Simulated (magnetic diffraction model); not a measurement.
# Solving a magnetic structure from powder neutron data: DyCo2Sn2

Space group P4/nmm (no. 129, origin choice 1), a = 4.3690 Å, c = 10.0490 Å.

```
site  atom    x    y       z
  2c    Dy  1/2    0  0.7563
  2c    Sn  1/2    0  0.1182
  2b    Sn  1/2  1/2     1/2
  2c    Co  1/2    0  0.3732
  2a    Co  1/2  1/2       0
```

The compound is invented for this exercise: a known structure type with other elements, its cell scaled to their sizes and not relaxed.

Only Dy is taken to order (form factors of Dy3+); orders and moment sizes are assumed, and not adapted to the symmetry. Radiation: neutrons of λ = 2.567 Å (absorption by Dy left out), 2° to 80°; isotropic B of 0.31 Å² (Dy), 0.37 Å² (Sn) and 0.53 Å² (Co). Simulated constant-wavelength pattern: nuclear and magnetic terms add, the magnetic one as |2.695 fm × Σ f S⊥ exp(2πi Q·r) exp(−B s²)|², summed over all Q at one angle with the factor 1/(sin²θ cos θ). For a modulated order the moment at position r is S exp(−2πi k·r) + c.c., with S = m/2 for a sine wave of amplitude m and S = m(u + iv)/2 for moments turning in a plane, u and v being orthogonal unit vectors in it; the phase factor of the sum at Q = H + k is then exp(2πi H·r). Free-ion form factors, Sears's scattering lengths of 1992, no absorption; a label names one of the reflections at its angle. The strongest nuclear line in the range is 100, and lines under 0.2 are left out.

Above the ordering temperature:

```
2θ (°)    index      I
 29.60  (0 0 2)    7.8
 37.37  (1 0 1)   41.0
 45.06  (0 0 3)    3.7
 45.82  (1 0 2)    1.4
 49.10  (1 1 0)   30.3
 51.53  (1 1 1)   10.3
 57.74  (1 0 3)   88.7
 58.38  (1 1 2)  100.0
 61.45  (0 0 4)   10.4
 71.97  (2 0 0)   68.7
 72.22  (1 0 4)    1.7
 79.38  (0 0 5)    0.4
 79.69  (2 0 2)    6.2
```

Below it (cell unchanged):

| 2θ (°) | I |
| --- | --- |
| 5.61 | 193.3 |
| 29.60 | 7.8 |
| 30.15 | 0.5 |
| 32.06 | 8.9 |
| 37.37 | 41.0 |
| 37.82 | 13.5 |
| 42.91 | 5.4 |
| 44.97 | 5.6 |
| 45.06 | 3.7 |
| 45.82 | 1.4 |
| 49.10 | 30.3 |
| 51.53 | 10.3 |
| 53.67 | 3.8 |
| 54.09 | 1.1 |
| 54.76 | 5.0 |
| 57.74 | 88.7 |
| 58.06 | 2.4 |
| 58.38 | 100.0 |
| 61.45 | 10.4 |
| 61.87 | 1.2 |
| 62.49 | 4.2 |
| 65.17 | 1.3 |
| 71.97 | 68.7 |
| 72.22 | 1.7 |
| 72.25 | 2.0 |
| 73.18 | 1.6 |
| 77.61 | 3.4 |
| 79.06 | 0.8 |
| 79.31 | 1.2 |
| 79.38 | 0.4 |
| 79.69 | 6.2 |
| 79.96 | 2.8 |

**Question.** Check that the new lines index with k = (0 1/6 0), then choose among these models:
A. a sine wave with moments along [100] (amplitudes given), 5.5 μB on Dy; signs + at (1/2, 0, 0.7563), + at (0, 1/2, 0.2437)
B. moments turning in the plane of [010] and [001], 5.5 μB on Dy; signs + at (1/2, 0, 0.7563), + at (0, 1/2, 0.2437)
C. moments turning in the plane of [001] and [100], 5.5 μB on Dy; signs + at (1/2, 0, 0.7563), + at (0, 1/2, 0.2437)
D. a sine wave with moments along [001] (amplitudes given), 5.5 μB on Dy; signs + at (1/2, 0, 0.7563), + at (0, 1/2, 0.2437)

The new lines index as (0 1/6 0) at 5.61°, (0 1/6 2) at 30.15°, (0 5/6 1) at 32.06° and (1 1/6 1) at 37.82°, that is as H ± k with k = (0 1/6 0), one of 2 inequivalent arms of its star (k and −k counted as one), which a powder can't tell apart. Satellites come in pairs about each point of the reciprocal lattice.

Magnetic intensity, observed (below minus above) and for each model:

| 2θ (°) | index | observed | A | B | C | D |
| --- | --- | --- | --- | --- | --- | --- |
| 5.61 | (0 1/6 0) | 193.3 | 193.3 | 193.3 | 386.6 | 193.3 |
| 30.15 | (0 1/6 2) | 0.5 | 12.8 | 12.8 | 13.2 | 0.5 |
| 32.06 | (0 5/6 1) | 8.9 | 11.3 | 11.3 | 20.2 | 8.9 |
| 37.82 | (1 1/6 1) | 13.5 | 2.9 | 29.2 | 16.4 | 13.5 |
| 42.91 | (0 7/6 1) | 5.4 | 6.1 | 6.1 | 11.5 | 5.4 |
| 44.97 | (1 5/6 0) | 5.6 | 2.3 | 8.8 | 7.8 | 5.6 |
| 54.76 | (1 5/6 2) | 5.0 | 4.3 | 10.2 | 9.3 | 5.0 |
| 58.06 | (1 1/6 3) | 2.4 | 4.0 | 8.7 | 6.4 | 2.4 |

Model D matches.

The structure used: k = (0 1/6 0), a sine wave with moments along [001] (amplitudes given), 5.5 μB on Dy; signs + at (1/2, 0, 0.7563), + at (0, 1/2, 0.2437).

[Logs are printed without paths, hosts, clocks, repeated set-up lines and the standing remarks that a program may print on its own settings, such as how far it seeks lower states.]
